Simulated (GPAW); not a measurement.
## SiC (F-43m): refractive index against wavelength

The refractive index of SiC (F-43m) below the direct gap (4.54 eV on the mesh) is read from one computed spectrum, n = √(Re ε).

Cell: a, b, c = 3.082, 3.082, 3.082 Å (primitive vectors), 2 atoms.

Method: GPAW 26.7.0, PBE, RPA, k-mesh 14×14×14, local fields up to 60 eV, Lorentzian half width 0.15 eV.

Launch of the response step: `OMP_NUM_THREADS=1 python df.py`. The run took 40 s, its band step included, on 1 thread of Arm Neoverse N1 (shared host).

```tsv
wavelength (nm)	photon energy E (eV)	n
1064	1.165	2.6219
850	1.459	2.6388
700	1.771	2.6618
633	1.959	2.6783
532	2.331	2.7178
450	2.755	2.7762
405	3.061	?
```

In the single-oscillator model n² − 1 = E₀E_d/(E₀² − E²), so 1/(n² − 1) = E₀/E_d − E²/(E₀E_d) is linear in E².

Working, on the rows shown:

| x = E² (eV²) | y = 1/(n² − 1) |
| --- | --- |
| 1.35784 | 0.170231 |
| 2.12762 | 0.167693 |
| 3.13716 | 0.164334 |
| 3.83641 | 0.161988 |
| 5.43137 | 0.156582 |
| 7.59115 | 0.149092 |

Means: x̄ = 3.9136, ȳ = 0.16165. Σ(x − x̄)(y − ȳ) = -0.08871, Σ(x − x̄)² = 26.16. Slope = -0.08871 / 26.16 = -0.003391; intercept = ȳ − slope · x̄ = 0.17493. Turned back into n, the line misses the rows shown by at most 0.00073.

Question: Predict the last column of the withheld row from the fit.

Answer: At x = 9.3718 the line gives y = 0.14314, that is 2.8260. The run gave 2.8293, so the extrapolation is off by 0.0033, 1.6 % of the range in the table.

Refitted with all rows, the slope is -0.003426 and the intercept 0.17503. These give E₀ = √(intercept/−slope) = 7.15 eV and E_d = E₀/intercept = 40.8 eV; E₀ is 1.6 times the direct gap. The electronic limit at long wavelengths, without lattice vibrations, is n = √(1 + 1/intercept) = 2.591. Excitons are left out; PBE gaps are as a rule too small. The values come from a sum over the points of one k-mesh and carry its error, which grows as the direct gap shrinks. The local-field cutoff holds few shells of reciprocal vectors for this small cell, so ε∞ can read a few per cent high.

[Logs are printed without paths, hosts, clocks, repeated set-up lines and the standing remarks that a program may print on its own settings, such as how far it seeks lower states.]
